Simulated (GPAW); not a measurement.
# Near-edge structure at the B K edge of AgB2 (P6/mmm)

What does one-electron theory with a core hole give for the B K edge of AgB2 (P6/mmm)?

Calculated with GPAW 26.7.0; X-ray absorption from dipole matrix elements to empty bands, plane-wave PAW PBE.

## Step 1: The starting structure

The structure is hexagonal, space group P6/mmm (No. 191). Conventional cell: a = 3.000 Å, b = 3.000 Å, c = 3.240 Å, α = 90.00°, β = 90.00°, γ = 120.00°. Nearest to Ag lie 12 B at 2.37 Å. Nearest to B lie 3 B at 1.73 Å and 6 Ag at 2.37 Å. Farther neighbours are not listed.

## Step 2: Ground state of the crystal

The ground state comes first: it tells whether the system has a gap, which decides how the excited electron is treated.

scf.py

```python
import numpy as np
from ase import Atoms
from ase.parallel import parprint, paropen
from gpaw import GPAW, PW, FermiDirac, Mixer, MixerDif, setup_paths
from gpaw.test import gen
setup_paths.insert(0, '.')
gen('B', name='nch1s', xcname='PBE', corehole=(1, 0, 0), write_xml=True)
from gpaw.mpi import world
world.barrier()

atoms = Atoms('AgB2',
    cell=[[3, 0, 0],
     [-1.5, 2.59807621, 0],
     [0, 0, 3.24]],
    scaled_positions=[[0, 0, 0],
     [0.66666667, 0.33333333, 0.5],
     [0.33333333, 0.66666667, 0.5]],
    pbc=True)
atoms.calc = calc = GPAW(legacy_gpaw=True, mode=PW(430), xc='PBE', setups={1: 'nch1s'},
    kpts={'size': (9, 9, 8), 'gamma': True}, occupations=FermiDirac(0.05),
    charge=0, mixer=Mixer(0.1, 5, 50), maxiter=150,
    convergence={'density': 0.0001}, txt='scf.txt')
energy = atoms.get_potential_energy() + calc.get_reference_energy()
ef = calc.get_fermi_level()
out = dict(energy=energy, fermi=ef, forces=atoms.get_forces().tolist())
parprint(f'all-electron energy {energy:.4f} eV, Fermi level {ef:.4f} eV')
ev = np.array([[calc.get_eigenvalues(k, s) for k in range(len(calc.get_ibz_k_points()))] for s in range(calc.get_number_of_spins())])
out['homo'], out['lumo'], out['counts'] = ev[ev < ef].max(), ev[ev > ef].min(), sorted(set((ev < ef).sum((0, 2)).tolist()))
out['filled'] = (ev[:, 0] < ef).sum(1).tolist()
import json
with paropen('out.json', 'w') as f:
    json.dump(out, f)
```

Started as:

```bash
$ OMP_NUM_THREADS=1 mpirun -n 4 gpaw python scf.py
```

Numbers of over 12 decimals in the logs are rounded to 6 here.

The program printed:

```text
Input parameters:
  convergence: {density: 0.0001}
  kpts: {gamma: True,
         size: (9, 9, 8)}
  maxiter: 150
  mixer: {backend: pulay,
          beta: 0.1,
          method: separate,
          nmaxold: 5,
          weight: 50}
  mode: {ecut: 430.0,
         name: pw}
  occupations: {fixmagmom: False,
                name: fermi-dirac,
                width: 0.05}
  setups: {1: nch1s}
  xc: PBE

Initialize ...

[... PAW data sets ...]

Reference energy: -145936.805552  # eV

Spin-paired calculation

[... convergence settings ...]
Symmetries present (total): 12
  [... symmetry matrices ...]

648 k-points: 9 x 9 x 8 Monkhorst-Pack grid + [0.000000,0.000000,1/16]
60 k-points in the irreducible part of the Brillouin zone
       k-points in crystal coordinates                weights
   0:     0.00000000    0.00000000    0.00000000          1/648
   1:     0.00000000    0.00000000    0.12500000          2/648
   2:     0.00000000    0.00000000    0.25000000          2/648
   3:     0.00000000    0.00000000    0.37500000          2/648
   4:     0.00000000    0.00000000    0.50000000          1/648
   5:     0.11111111    0.00000000    0.00000000          6/648
   6:     0.11111111    0.00000000    0.12500000         12/648
   7:     0.11111111    0.00000000    0.25000000         12/648
   8:     0.11111111    0.00000000    0.37500000         12/648
   9:     0.11111111    0.00000000    0.50000000          6/648
          ...
  59:     0.44444444    0.44444444    0.50000000          6/648

Wave functions: Plane wave expansion
  Cutoff energy: 430.000 eV
  Number of coefficients (min, max): 488, 527
  Pulay-stress correction: 0.000000 eV/Ang^3 (de/decut=0.000000)
  Using FFTW library
  Wavefunction extrapolation:
    Improved wavefunction reuse through dual PAW basis

Occupation numbers: Fermi-Dirac:
  width: 0.0500  # eV

Eigensolver
   Davidson(niter=2)

Densities:
  Coarse grid: 15*15*16 grid
  Fine grid: 30*30*32 grid
  Total Charge: 0.000000

Density mixing:
  Method: separate
  Backend: pulay
  Linear mixing parameter: 0.1
  old densities: 5
  Width of damping distribution: 1.1
  Damping of long wavelength oscillations: 50

[... Hamiltonian set-up ...]
Number of atoms: 3
Number of atomic orbitals: 20
Number of bands in calculation: 18
Number of valence electrons: 23
Bands to converge: occupied

... initialized

Initializing position-dependent things.

Density initialized from atomic densities
Creating initial wave functions:
  18 bands from LCAO basis set

         B  B

       Ag

Atomic positions and initial magnetic moments

Positions:
   0 Ag     0.000000    0.000000    0.000000    ( 0.0000,  0.0000,  0.0000)
   1 B      1.500000    0.866025    1.620000    ( 0.0000,  0.0000,  0.0000)
   2 B     -0.000000    1.732051    1.620000    ( 0.0000,  0.0000,  0.0000)

Unit cell:
           periodic     x           y           z      points  spacing
  1. axis:    yes    3.000000    0.000000    0.000000    15     0.1732
  2. axis:    yes   -1.500000    2.598076    0.000000    15     0.1732
  3. axis:    yes    0.000000    0.000000    3.240000    16     0.2025

  Lengths:   3.000000   3.000000   3.240000
  Angles:   90.000000  90.000000 120.000000

Effective grid spacing dv^(1/3) = 0.1914

iter:   1   -17.645513
iter:   2   -15.327195   -1.54  -1.05
iter:   3   -13.569957   -1.34  -1.16
iter:   4   -13.358517   -2.67  -1.41
iter:   5   -13.307108   -2.93  -1.73
iter:   6   -13.305314   -3.47  -2.11
iter:   7   -13.303134c  -4.12  -2.71
iter:   8   -13.303146c  -5.48  -3.09
iter:   9   -13.303150c  -5.34  -3.19
iter:  10   -13.303127c  -6.64  -3.92
iter:  11   -13.303127c  -8.10c -4.27c

Converged after 11 iterations.

Dipole moment: (0.000000, -0.000000, 0.000000) |e|*Ang

Energy contributions relative to reference atoms: (reference = -145936.805552)

Kinetic:        +40.822836
Potential:      -32.771019
External:        +0.000000
XC:             -21.461925
Entropy (-ST):   -0.014017
Local:           +0.113990
SIC:             +0.000000
--------------------------
Free energy:    -13.310136
Extrapolated:   -13.303127

Showing only first 2 kpts
 Kpt  Band  Eigenvalues  Occupancy
  0     9      8.75326    2.00000
  0    10     13.06787    0.00000
  0    11     13.06789    0.00000
  0    12     17.60909    0.00000

  1     9      8.28042    2.00000
  1    10     12.87503    0.00000
  1    11     12.87505    0.00000
  1    12     18.03199    0.00000

Fermi level: 11.98796

No gap
No difference between direct/indirect transitions

Forces in eV/Ang:
  0 Ag    0.00000    0.00000    0.00000
  1 B     0.00000    0.00000    0.00000
  2 B    -0.00000    0.00000    0.00000
Scalar-relativistic atomic PBE calculation for B (Boron, Z=5)
Core hole in 1s state (1s occupation: 2.0)
300 radial gridpoints.
|------------------------------------------------|
|------------------------------------------------|
[... the atom generator's iteration count ...]

Energy contributions:
-------------------------
Kinetic:      +24.518211
XC:            -3.799311
Potential:    -45.322190
-------------------------
Total:        -24.603290

state      eigenvalue         ekin         rmax
-----------------------------------------------
1s^2.0 :    -6.636470    10.846863        0.210
2s^2.0 :    -0.347030     1.046423        1.517
2p^1.0 :    -0.132526     0.731638        1.578
-----------------------------------------------
(units: Bohr and Hartree)

Generating PAW setup
Kinetic energy of the core from tauc = 21.700730
Cutoffs:
rc(s)=1.200
rc(p)=1.200
rc(d)=1.200
rc(vbar)=1.080
rc(comp)=1.200
rc(nct)=1.200

Kinetic energy of the core states: 21.693726
Charge: 0.0
Core electrons: 2.0
Valence electrons: 3.0
Pseudo-core charge: 0.111564
Shape function alpha=6.944
Pseudo-electron charge 3.104757
state    eigenvalue         norm
--------------------------------
2s(2) :    -0.347030     1.005232
*s    :     0.652970
2p(1) :    -0.132526     0.982729
*p    :     0.867474
*d    :     0.000000
--------------------------------

Diagonalizing with gridspacing h=0.050

state   all-electron     PAW
-------------------------------
2s:      -0.347030    -0.347449
2p:      -0.132526    -0.132867
*d:                    0.040435
*f:                    0.071313
-------------------------------
all-electron energy -145950.1087 eV, Fermi level 11.9880 eV
```

The job ended after 4.3 s (4 MPI ranks of Arm Neoverse V2, shared host; peak memory 0.17 GiB).

The mesh shows no gap, so the system is treated as a metal and the core electron is put at the Fermi level (neutral cell).

## Step 3: Spectrum without a core hole, B atom 2

This cheap baseline ignores the attraction of the hole: it shows the absorber's empty states as they are in the ground state. The data set with a hole of occupation 0 only carries the core orbital.

The absorber has 3 B at 1.73 Å (trigonal planar, site symmetry -6m2).

xas.py

```python
import numpy as np
from ase import Atoms
from ase.parallel import parprint, paropen
from gpaw import GPAW, PW, FermiDirac, Mixer, MixerDif, setup_paths
from gpaw.test import gen
setup_paths.insert(0, '.')
gen('B', name='nch1s', xcname='PBE', corehole=(1, 0, 0), write_xml=True)
from gpaw.mpi import world
world.barrier()

atoms = Atoms('AgB2',
    cell=[[3, 0, 0],
     [-1.5, 2.59807621, 0],
     [0, 0, 3.24]],
    scaled_positions=[[0, 0, 0],
     [0.66666667, 0.33333333, 0.5],
     [0.33333333, 0.66666667, 0.5]],
    pbc=True)
atoms.calc = calc = GPAW(legacy_gpaw=True, mode=PW(430), xc='PBE', setups={1: 'nch1s'},
    kpts={'size': (13, 13, 10), 'gamma': True}, occupations=FermiDirac(0.1),
    charge=0, mixer=Mixer(0.1, 5, 50), maxiter=150,
    convergence={'density': 0.0001}, txt='scf.txt')
energy = atoms.get_potential_energy() + calc.get_reference_energy()
ef = calc.get_fermi_level()
out = dict(energy=energy, fermi=ef, forces=atoms.get_forces().tolist())
parprint(f'all-electron energy {energy:.4f} eV, Fermi level {ef:.4f} eV')
ev = np.array([[calc.get_eigenvalues(k, s) for k in range(len(calc.get_ibz_k_points()))] for s in range(calc.get_number_of_spins())])
out['homo'], out['lumo'], out['counts'] = ev[ev < ef].max(), ev[ev > ef].min(), sorted(set((ev < ef).sum((0, 2)).tolist()))
out['filled'] = (ev[:, 0] < ef).sum(1).tolist()

from ase.units import Ha
from gpaw.xas import dipole_matrix_elements
nb = int(calc.get_number_of_electrons() / 2) + 18
top = nb
nscf = calc.fixed_density(kpts={'size': (12, 12, 9), 'gamma': True},
    convergence={'eigenstates': 1.0}, txt='nscf.txt')
nscf.diagonalize_full_hamiltonian(nbands=nb)
cell = atoms.cell.array
ops = [cell.T @ U.T @ np.linalg.inv(cell.T) for U in nscf.wfs.kd.symmetry.op_scc]
E = np.arange(-25, 34, 0.1)
fwhm = np.interp(E, [4, 25], [0.9, 3.5])
Y, X, zero, highest = 0, 0, 1e9, 1e9
for spin in range(nscf.get_number_of_spins()):
    wfs = nscf.wfs
    A = dipole_matrix_elements(wfs.setups[1])
    eps = np.zeros((wfs.kd.nibzkpts, nb))
    d = np.zeros((3, A.shape[1], wfs.kd.nibzkpts, nb), complex)
    for kpt in wfs.kpt_u:
        if kpt.s == spin and 1 in kpt.P_ani:
            eps[kpt.k] = kpt.eps_n * Ha
            d[:, :, kpt.k] = (kpt.weight * wfs.nspins / 2) ** 0.5 * np.inner(A, kpt.P_ani[1])
    world.sum(eps)
    world.sum(d)
    T = np.einsum('amkn,bmkn->abkn', d, d.conj()).real
    T = sum(np.einsum('ai,ijkn,bj->abkn', R, T, R) for R in ops) / len(ops)
    empty = eps > ef
    zero, highest = min(zero, eps[empty].min()), min(highest, eps[:, top - 1].min())
    lines = [(eps, T, empty)] if spin == 0 else lines + [(eps, T, empty)]
for eps, T, empty in lines:
    f = np.einsum('aakn->akn', T).reshape(3, -1)
    x = eps.ravel() - zero
    w = np.interp(x, E, fwhm) / 2.35482
    g = np.exp(-0.5 * ((E[:, None] - x) / w) ** 2) / (w * (2 * np.pi) ** 0.5)
    Y = Y + (f * empty.ravel()) @ g.T
    X = X + (f * ~empty.ravel()) @ g.T
out.update(E=E.round(2).tolist(), xas=Y.tolist(), xes=X.tolist(), zero=zero, valid=highest - zero, nk=len(eps), nb=nb)
for i in range(0, len(E), 10):
    parprint(f'{E[i]:7.2f}', *(f'{v:10.3e}' for v in Y[:, i]))
import json
with paropen('out.json', 'w') as f:
    json.dump(out, f)
```

Started as:

```bash
$ OMP_NUM_THREADS=1 mpirun -n 4 gpaw python xas.py
```

The program printed:

```text
Input parameters:
  convergence: {density: 0.0001}
  kpts: {gamma: True,
         size: (13, 13, 10)}
  maxiter: 150
  mixer: {backend: pulay,
          beta: 0.1,
          method: separate,
          nmaxold: 5,
          weight: 50}
  mode: {ecut: 430.0,
         name: pw}
  occupations: {fixmagmom: False,
                name: fermi-dirac,
                width: 0.1}
  setups: {1: nch1s}
  xc: PBE

Initialize ...

[...]
*p    :     0.867474
*d    :     0.000000
--------------------------------

Diagonalizing with gridspacing h=0.050

state   all-electron     PAW
-------------------------------
2s:      -0.347030    -0.347449
2p:      -0.132526    -0.132867
*d:                    0.040435
*f:                    0.071313
-------------------------------
all-electron energy -145950.1143 eV, Fermi level 12.0577 eV
[...]
32.00  4.257e-04  4.257e-04  4.093e-04
  33.00  4.101e-04  4.101e-04  4.523e-04
[key lines of the parts left out:]
Converged after 11 iterations.
Dipole moment: (0.000000, -0.000000, 0.000000) |e|*Ang
Free energy:    -13.329211
Fermi level: 12.05767
```

Run time: 15 s. Hardware: 4 MPI ranks; peak memory 0.21 GiB; 60 s of CPU time.

The B K spectrum, B atom 2, no core hole (energy from the lowest empty level; intensity scaled to a mean of 1 over the first 20 eV; polarised curves are means over the symmetry-equivalent atoms):

```csv
E (eV),isotropic,ε ⊥ c,ε ∥ c
-2.0,0.00,0.00,0.00
-1.4,0.00,0.00,0.00
-0.8,0.02,0.02,0.01
-0.2,0.24,0.30,0.13
0.4,0.51,0.50,0.52
1.0,0.38,0.14,0.84
1.6,0.36,0.03,1.03
2.2,0.40,0.02,1.15
2.8,0.43,0.02,1.25
3.4,0.47,0.03,1.35
4.0,0.52,0.03,1.52
4.6,0.59,0.04,1.68
5.2,0.59,0.10,1.57
5.8,0.73,0.30,1.59
6.4,0.99,0.63,1.72
7.0,1.13,0.93,1.52
7.6,1.08,1.07,1.10
8.2,0.97,1.04,0.82
8.8,0.98,1.03,0.88
9.4,1.19,1.23,1.12
10.0,1.31,1.34,1.24
10.6,1.19,1.20,1.16
11.2,1.04,1.06,1.00
11.8,1.02,1.05,0.95
12.4,1.07,1.10,1.03
13.0,1.11,1.12,1.10
13.6,1.17,1.16,1.20
14.2,1.28,1.23,1.37
14.8,1.38,1.32,1.49
15.4,1.41,1.41,1.41
16.0,1.38,1.51,1.13
16.6,1.38,1.67,0.79
17.2,1.45,1.92,0.52
17.8,1.55,2.15,0.35
18.4,1.55,2.20,0.26
19.0,1.39,1.97,0.23
19.6,1.10,1.53,0.23
20.2,0.80,1.06,0.28
20.8,0.58,0.69,0.37
21.4,0.46,0.46,0.47
22.0,0.41,0.33,0.57
22.6,0.40,0.27,0.65
23.2,0.41,0.25,0.72
23.8,0.44,0.27,0.77
24.4,0.47,0.31,0.79
25.0,0.50,0.36,0.79
25.6,0.53,0.41,0.78
26.2,0.56,0.47,0.76
26.8,0.59,0.52,0.74
27.4,0.63,0.57,0.73
28.0,0.65,0.63,0.71
28.6,0.68,0.67,0.70
29.2,0.70,0.71,0.68
29.8,0.72,0.74,0.68
```

Main maxima below 24 eV (height): 0.4 eV (0.51), 7.1 eV (1.13), 10.0 eV (1.31), 15.3 eV (1.41) and 18.1 eV (1.57). A K edge sees empty p states on the absorber.

The same matrix elements for filled bands give the B K emission of B atom 2 (ground-state approximation; energy from the lowest empty level, largest value 1):

```csv
E (eV),emission
-24.00,0.00
-23.25,0.00
-22.50,0.00
-21.75,0.00
-21.00,0.00
-20.25,0.00
-19.50,0.00
-18.75,0.00
-18.00,0.00
-17.25,0.00
-16.50,0.00
-15.75,0.00
-15.00,0.00
-14.25,0.00
-13.50,0.01
-12.75,0.03
-12.00,0.05
-11.25,0.10
-10.50,0.10
-9.75,0.12
-9.00,0.23
-8.25,0.31
-7.50,0.50
-6.75,0.75
-6.00,0.38
-5.25,0.12
-4.50,0.18
-3.75,0.41
-3.00,0.52
-2.25,0.44
-1.50,0.63
-0.75,0.93
0.00,0.71
0.75,0.05
1.50,0.00
2.25,0.00
3.00,0.00
```

Emission maxima: -6.8 eV (0.76), -3.2 eV (0.52) and -0.4 eV (1.00).

## Step 4: Supercell without a hole, the energy reference

The photon energy needs a difference of total energies, so the cell and mesh of the coming hole run are first run without a hole.

scf.py: that of step 2 with these lines changed.

```diff
@@ -10,12 +10,36 @@
 
-atoms = Atoms('AgB2',
-    cell=[[3, 0, 0],
-     [-1.5, 2.59807621, 0],
-     [0, 0, 3.24]],
+atoms = Atoms('Ag9B18',
+    cell=[[-4.5, 2.59807621, -3.24],
+     [-4.5, -2.59807621, 3.24],
+     [0, 5.19615242, 3.24]],
     scaled_positions=[[0, 0, 0],
-     [0.66666667, 0.33333333, 0.5],
-     [0.33333333, 0.66666667, 0.5]],
+     [0.33333333, 0.33333333, 0],
+     [0.33333333, 0, 0.33333333],
+     [0.66666667, 0.66666667, 0],
+     [0, 0.66666667, 0.33333333],
+     [0.66666667, 0.33333333, 0.33333333],
+     [0, 0.33333333, 0.66666667],
+     [0.66666667, 0, 0.66666667],
+     [0.33333333, 0.66666667, 0.66666667],
+     [0.72222222, 0.94444444, 0.27777778],
+     [0.05555556, 0.27777778, 0.27777778],
+     [0.05555556, 0.94444444, 0.61111111],
+     [0.38888889, 0.61111111, 0.27777778],
+     [0.72222222, 0.61111111, 0.61111111],
+     [0.38888889, 0.27777778, 0.61111111],
+     [0.72222222, 0.27777778, 0.94444444],
+     [0.38888889, 0.94444444, 0.94444444],
+     [0.05555556, 0.61111111, 0.94444444],
+     [0.94444444, 0.05555556, 0.38888889],
+     [0.27777778, 0.38888889, 0.38888889],
+     [0.27777778, 0.05555556, 0.72222222],
+     [0.61111111, 0.72222222, 0.38888889],
+     [0.94444444, 0.72222222, 0.72222222],
+     [0.61111111, 0.38888889, 0.72222222],
+     [0.94444444, 0.38888889, 0.05555556],
+     [0.61111111, 0.05555556, 0.05555556],
+     [0.27777778, 0.72222222, 0.05555556]],
     pbc=True)
-atoms.calc = calc = GPAW(legacy_gpaw=True, mode=PW(430), xc='PBE', setups={1: 'nch1s'},
-    kpts={'size': (9, 9, 8), 'gamma': True}, occupations=FermiDirac(0.05),
+atoms.calc = calc = GPAW(legacy_gpaw=True, mode=PW(430), xc='PBE', setups={9: 'nch1s'},
+    kpts={'size': (4, 4, 4), 'gamma': True}, occupations=FermiDirac(0.1),
     charge=0, mixer=Mixer(0.1, 5, 50), maxiter=150,
```

Started as:

```bash
$ OMP_NUM_THREADS=1 mpirun -n 4 gpaw python scf.py
```

The program printed:

```text
Input parameters:
  convergence: {density: 0.0001}
  kpts: {gamma: True,
         size: (4, 4, 4)}
  maxiter: 150
  mixer: {backend: pulay,
          beta: 0.1,
          method: separate,
          nmaxold: 5,
          weight: 50}
  mode: {ecut: 430.0,
         name: pw}
  occupations: {fixmagmom: False,
                name: fermi-dirac,
                width: 0.1}
  setups: {9: nch1s}
  xc: PBE

Initialize ...

[...]
2s(2) :    -0.347030     1.005232
*s    :     0.652970
2p(1) :    -0.132526     0.982729
*p    :     0.867474
*d    :     0.000000
--------------------------------

Diagonalizing with gridspacing h=0.050

state   all-electron     PAW
-------------------------------
2s:      -0.347030    -0.347449
2p:      -0.132526    -0.132867
*d:                    0.040435
*f:                    0.071313
-------------------------------
all-electron energy -1313551.0110 eV, Fermi level 12.0411 eV
[key lines of the parts left out:]
Converged after 12 iterations.
Dipole moment: (-0.000004, -0.000003, -0.000012) |e|*Ang
Free energy:   -119.939251
Fermi level: 12.04108
```

Run time: 2.6 min. Hardware: 4 MPI ranks; peak memory 0.5 GiB.

Reference energy: -1313551.011 eV with the cores included.

(Continued in part 2 of 2.)

[Banner, clock and machine lines of the logs are left out without a mark of their own.]

[Logs are printed without paths, hosts, clocks, repeated set-up lines and the standing remarks that a program may print on its own settings, such as how far it seeks lower states.]

[Hosts, paths, dates, database ids (printed as entryN), source tags and the programs' standing remarks are cut or masked in the printed files.]

[Lists of maxima count a maximum above −3 eV only where it reaches 4 % of the highest in the window and stands out from its surroundings by 2 % of it (1.5 % where it reaches 55 %); shoulders and weaker maxima are passed over, and of the rest the first, up to two pre-edge ones and the few strongest are named.]
